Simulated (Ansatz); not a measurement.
## Debugging a many-body input for KBr (Fm-3m)

A first try at the G0W0 gap of KBr (Fm-3m), what the program said, and an input that works.

Method: G0W0 on PBE, plane waves, PAW, in Ansatz 0.2.0.

## 1. Starting point

The structure is cubic, space group Fm-3m (No. 225). Conventional cell: a = 6.600 Å, b = 6.600 Å, c = 6.600 Å, α = 90.00°, β = 90.00°, γ = 90.00°. Nearest to K lie 6 Br at 3.30 Å. Nearest to Br lie 6 K at 3.30 Å. Farther neighbours and most contacts between anions are not listed.

The cell and positions come from the Crystallography Open Database and are kept as given unless a step says otherwise. The default PAW set here is soft_2. Its files were made with PBE.

## 2. First try

input.yaml

```yaml
crystal:
  lattice:
    - [0.0, 3.3, 3.3]
    - [3.3, 0.0, 3.3]
    - [3.3, 3.3, 0.0]
  atoms:
    - { symbol: K, position: [0.0, 0.0, 0.0] }
    - { symbol: Br, position: [0.5, 0.5, 0.5] }
kpoints:
  mp_grid: { grid: [4, 4, 4] }
hamiltonian:
  xc: pbe
scf:
  occupations: { method: fixed }
gw:
  n_empty_bands: 2
  ecut_chi: 80
  qp_bands: [v2, c2]
  qp_kpoints: band_edges
  screening: { model: contour_deformation }
```

On the command line:

```sh
> ansatz run input.yaml --threads 3 --pin off --max-ram 92160MiB --backend cuda --events-out ev --progress --plain --runs-dir out --devices 1 --max-vram 13GiB
```

Numbers of over 12 decimals in the logs are rounded to 6 here.

The program printed:

```text
GPUs: using 1 of 1 available (devices: 1).
Engine: ansatz 0.2.0, x86_64-unknown-linux-gnu
Pseudopotentials: kind: paw
Pseudopotential: K, paw, valence charge 9, recommended cutoff 420 eV (normal), K.paw.azcp
Pseudopotential: Br, paw, valence charge 7, recommended cutoff 420 eV (normal), Br.paw.azcp
Functional definition: PBE
  parameter kappa = 0.804
  parameter beta = 0.066725
  exchange = pbe_x(kappa = kappa, mu = beta*pi^2/3)
  correlation = pbe_c(beta = beta)
device memory: the entry about to start is reckoned to put 0.9 GiB on a device that reports 64.2 GiB free (of which the cap on the GPU budget leaves the run 13.0 GiB)
GPU FFT provider: cuFFT
GPU libraries: cuBLAS 13.8.2, cuFFT 12.4.0, cuSOLVER 12.3.4
Crystal: 2 atoms, lattice volume = 71.874 Å³
Basis set: ecut = 420 eV, 1411 PW (Γ)
Bands: 12, of which v1, the nominal top of the filled ones, is band 8 counted from 1 (7 counted from 0)
Symmetry: 48 space group operations
Space group: Fm-3m (ITA 225), of the structure as read, at distance tolerance 4.2e-5 Å
k-points: 8 of 64
Non-local potential: K, projectors of the file, l = 0: 3, l = 1: 2, l = 2: 2
Non-local potential: Br, projectors of the file, l = 0: 2, l = 1: 2, l = 2: 2
PAW form: soft (Blöchl's): semilocal exchange-correlation on the pseudo side does not see the compensation charge
PAW one-centre angular grid: K, 110 points (default); XC on 64 Gauss nodes
PAW one-centre angular grid: Br, 110 points (default); XC on 64 Gauss nodes
Initial density: superposition of atomic densities (neutral atoms: chi_scale 0, normalization atom), corrected by the library's trained network
Initial wavefunctions: pseudopotential atomic-orbital guess
GPU buffer pool allocated for 32768 grid points (all kernels)
GPU transforms: local potential and band sums: pruned to the plane-wave sphere, on 32×32×32
Functional: x = pbe(κ = 0.804, μ = 0.219515), c = pbe(β = 0.066725)
SCF iter   1: F=—  HF=-4324.496265 eV  |F-HF|=—  |Δ(HF+E_count)|=         —  Δρ=1.75e-4  dr2=1.22e-5  ethr=1.77e-3  ⟨swp⟩=5.2  Hψ=526  notcnv=0  defer=13
preconditioner: auto → none  [insulator: Δε(μ)=4.426 eV  Ē_g=14.776 eV  n_scr=14 (ndim 8)  ℏωp=16.4 eV  f_vac=0.056  ε∞_Penn≈2.2]
SCF iter   2: F=—  HF=-4324.496181 eV  |F-HF|=—  |Δ(HF+E_count)|=   8.42e-5  Δρ=2.03e-4  dr2=5.19e-5  ethr=7.62e-8  ⟨swp⟩=3.4  Hψ=311  notcnv=0  defer=16
SCF iter   3: F=—  HF=-4324.496172 eV  |F-HF|=—  |Δ(HF+E_count)|=   9.17e-6  Δρ=6.65e-5  dr2=4.02e-6  ethr=7.62e-8  ⟨swp⟩=2.0  Hψ=152  notcnv=0  defer=16
SCF iter   4: F=—  HF=-4324.496178 eV  |F-HF|=—  |Δ(HF+E_count)|=   6.28e-6  Δρ=3.30e-5  dr2=1.23e-6  ethr=2.51e-8  ⟨swp⟩=2.0  Hψ=152  notcnv=0  defer=16
SCF iter   5: F=—  HF=-4324.496178 eV  |F-HF|=—  |Δ(HF+E_count)|=   6.30e-8  Δρ=1.32e-5  dr2=2.06e-7  ethr=7.67e-9  ⟨swp⟩=2.0  Hψ=120  notcnv=0  defer=16
SCF iter   6: F=-4324.496178 eV  HF=-4324.496178 eV  |F-HF|=1.43e-8  |Δ(HF+E_count)|=   5.30e-8  Δρ=3.82e-6  dr2=1.70e-8  ethr=6.25e-10  ⟨swp⟩=6.6  Hψ=410  notcnv=0
SCF 1 converged in 6 iterations: F = -4324.496178 eV  dr2 = 1.70e-8
[...]
device memory: the entry about to start is reckoned to put 1.2 GiB on a device that reports 63.3 GiB free (of which the cap on the GPU budget leaves the run 13.0 GiB)
NSCF: frozen V_eff on 8 k-points
[...]
device memory: the entry about to start is reckoned to put 0.8 GiB on a device that reports 63.3 GiB free (of which the cap on the GPU budget leaves the run 13.0 GiB)
NSCF: frozen V_eff on 8 k-points
SCF converged after 6 iterations
Free energy (F): -4324.496178 eV
Harris-Foulkes:  -4324.496178 eV  (|F-HF|=1.43e-8)
Internal energy: -4324.496178 eV  (E = F + TS)
E sigma→0 (E₀):  -4324.496178 eV
Fermi energy:    1.069751 eV
--- Per-component energies (eV) ---
  E_band       = -133.506746
  E_kinetic    = 388.477015
  E_local      = -838.841777  (includes V_loc(G=0)·N_el)
  E_nonlocal   = 82.863896
  E_hartree    = 272.003665
  E_xc         = -400.627802
  E_vxc        = -269.648545  (∫ρ·V_xc dr)
  E_paw        = -3028.385325  (= ΣΔE_a)
  E_vpaw       = -40.364180  (= ΣTr[D̂ρ^β])
  E_aug_tail   = -0.000004  (compensation charges beyond the density's cutoff)
  E_ewald      = -799.985846
  E_smearing   = -0.000000  (= −TS)
  E_closure    = -0.000000  (closes the sum)
  Σ components = -4324.496178   (vs F -4324.496178, Δ=0.00e0)
--- Band table (eV; the first three rows and the last of 8) ---
  k-point 0: bands = [... 4 lower, -10.1843, 1.0698, 1.0698, 1.0698, 5.5050, 8.6736, 8.6736, 8.6736]
  k-point 1: bands = [... 4 lower, -10.0522, 0.3989, 0.8962, 0.8962, 6.7570, 8.5566, 9.3724, 9.3724]
  k-point 2: bands = [... 4 lower, -9.9357, -0.1081, 0.7362, 0.7362, 7.6587, 9.3032, 10.8050, 10.8050]
  k-point 7: bands = [... 4 lower, -10.0884, 0.4832, 0.4832, 0.5329, 8.4558, 8.4558, 9.3300, 10.0633]
```

The job ended after 7.9 s (1 × NVIDIA H100 80GB HBM3 (shared by 6 runs) with 3 threads of AMD EPYC 7R13 (Zen 3), shared host; peak memory 0.86 GiB).

Q: What is the fault?

The self-consistent loop converged; the step after it was not made. The program's words: G₀W₀ refused: the quasiparticle rows reach c2, inside the degenerate multiplet of c2 to c4 at k-index 0, which gw.n_empty_bands = 2 cuts: a row's own level would stand in its own sum at a weight under one; raise gw.n_empty_bands to 4 or more, or end gw.qp_bands at c1 or below

The fault: two empty bands. The screening and the self-energy are sums over empty states, and two bands hold almost none of them; where the cut also splits a degenerate level, the program refuses for that.

## 3. A better input

G0W0 replaces the xc potential by the self-energy, built once from these orbitals. Only a window of levels is corrected, while the sums run over the empty bands that the input names.

input.yaml, as its differences from that of step 2:

```diff
@@ -15,4 +15,4 @@
 gw:
-  n_empty_bands: 2
-  ecut_chi: 80
+  n_empty_bands: 299
+  ecut_chi: 150
   qp_bands: [v2, c2]
```

The program printed:

```text
GPUs: using 1 of 1 available (devices: 1).
[...]
GPU FFT provider: cuFFT
GPU libraries: cuBLAS 13.8.2, cuFFT 12.4.0, cuSOLVER 12.3.4
Crystal: 2 atoms, lattice volume = 71.874 Å³
Basis set: ecut = 420 eV, 1411 PW (Γ)
Bands: 12, of which v1, the nominal top of the filled ones, is band 8 counted from 1 (7 counted from 0)
Symmetry: 48 space group operations
[...]
k-points: 8 of 64
[...]
GPU buffer pool allocated for 32768 grid points (all kernels)
[...]
SCF iter   1: F=—  HF=-4324.496265 eV  |F-HF|=—  |Δ(HF+E_count)|=         —  Δρ=1.75e-4  dr2=1.22e-5  ethr=1.77e-3  ⟨swp⟩=5.2  Hψ=526  notcnv=0  defer=13
[...]
SCF iter   6: F=-4324.496178 eV  HF=-4324.496178 eV  |F-HF|=1.43e-8  |Δ(HF+E_count)|=   5.30e-8  Δρ=3.82e-6  dr2=1.70e-8  ethr=6.25e-10  ⟨swp⟩=6.6  Hψ=410  notcnv=0
SCF 1 converged in 6 iterations: F = -4324.496178 eV  dr2 = 1.70e-8
[...]
0     7      1.0698   -19.4660     1.9303   -15.5675  0.8026    -0.9523    -0.8984  root
     0     8      1.0698   -19.4660     1.9303   -15.5675  0.8026    -0.9523    -0.8984  root
     0     9      5.5050    -4.2690    -3.0019    -7.8620  0.8594     6.0990     6.0962  root
     0    10      8.6736    -4.0613    -3.4024    -8.7418  0.8491     9.9691     9.9518  root
     1     7      0.8962   -19.1441     1.9586   -15.2047  0.8017    -1.1411    -1.0846  root
     1     8      0.8962   -19.1441     1.9586   -15.2047  0.8017    -1.1411    -1.0846  root
     1     9      6.7570    -4.8953    -3.0885    -8.6363  0.8522     7.4132     7.4094  root
     1    10      8.5566    -4.2302    -3.3313    -8.5939  0.8456     9.6007     9.5889  root
[...]
7     7      0.4832   -18.6170     2.0605   -14.5097  0.8004    -1.6288    -1.5636  root
     7     8      0.5329   -18.5711     2.0317   -14.5149  0.7997    -1.5552    -1.4916  root
     7     9      8.4558    -4.2249    -3.2848    -8.4629  0.8452     9.4190     9.4090  root
     7    10      8.4558    -4.2249    -3.2848    -8.4629  0.8452     9.4190     9.4090  root
[key lines of the parts left out:]
SCF converged after 6 iterations
Free energy (F): -4324.496178 eV
Fermi energy:    1.069751 eV
```

It took 11 s on 1 × NVIDIA H100 80GB HBM3 (shared by 6 runs) with 3 threads; peak memory 1.2 GiB; 14 s of CPU time.

Numbers from this step:

* bands summed: 307
* RPA ε∞ on this mesh (eigenvalues): 2.364, 2.364, 2.364
* plane waves in the screening matrix: 307
* q-points in the mesh: 64
* G0W0 gap on the mesh: 6.995 eV
* k of the valence top: 0, 0, 0
* k of the conduction bottom: 0, 0, 0
* starting gap on the mesh: 4.435 eV
* Z at the valence top: 0.8026
* Z at the conduction bottom: 0.8594
* least direct G0W0 gap on the computed points: 6.995 eV

The gap on the mesh goes from 4.44 eV to 6.99 eV, a correction of +2.56 eV. Between the two edge states, bare exchange in place of the xc potential would open the gap by 7.49 eV, and correlation takes back 4.93 eV.

## 4. Outcome

| Quantity | Value |
| --- | --- |
| first try | the many-body step was refused after 7.9 s |
| better run | G0W0 gap on the mesh 6.99 eV (4×4×4 mesh, 299 empty bands, screening to 150 eV) |

The second run differs in: empty bands and screening cutoff (eV). Bands and cutoff are finite, so the gap is not at the basis limit. The miss can reach some tenths of an eV and take either sign; the mesh is an error of its own. The many-body steps are scalar-relativistic: spin-orbit coupling is not in them.

[Paths, hosts, dates, memory and timing lines, banners, echoed tables and standing remarks are left out of the program output.]

[Logs are printed without paths, hosts, clocks, repeated set-up lines and the standing remarks that a program may print on its own settings, such as how far it seeks lower states.]

[Runs of the session that timed out or met a known fault of the program may be left out.]

[Cells called generated may have been cut or substituted from an entry of the Crystallography Open Database or the Materials Project.]

[No measured gap is set beside runs whose start may be inverted or whose files or cutoffs have a known fault.]

[Hosts, paths, dates, database ids (printed as entryN), source tags and the programs' standing remarks are cut or masked in the printed files.]
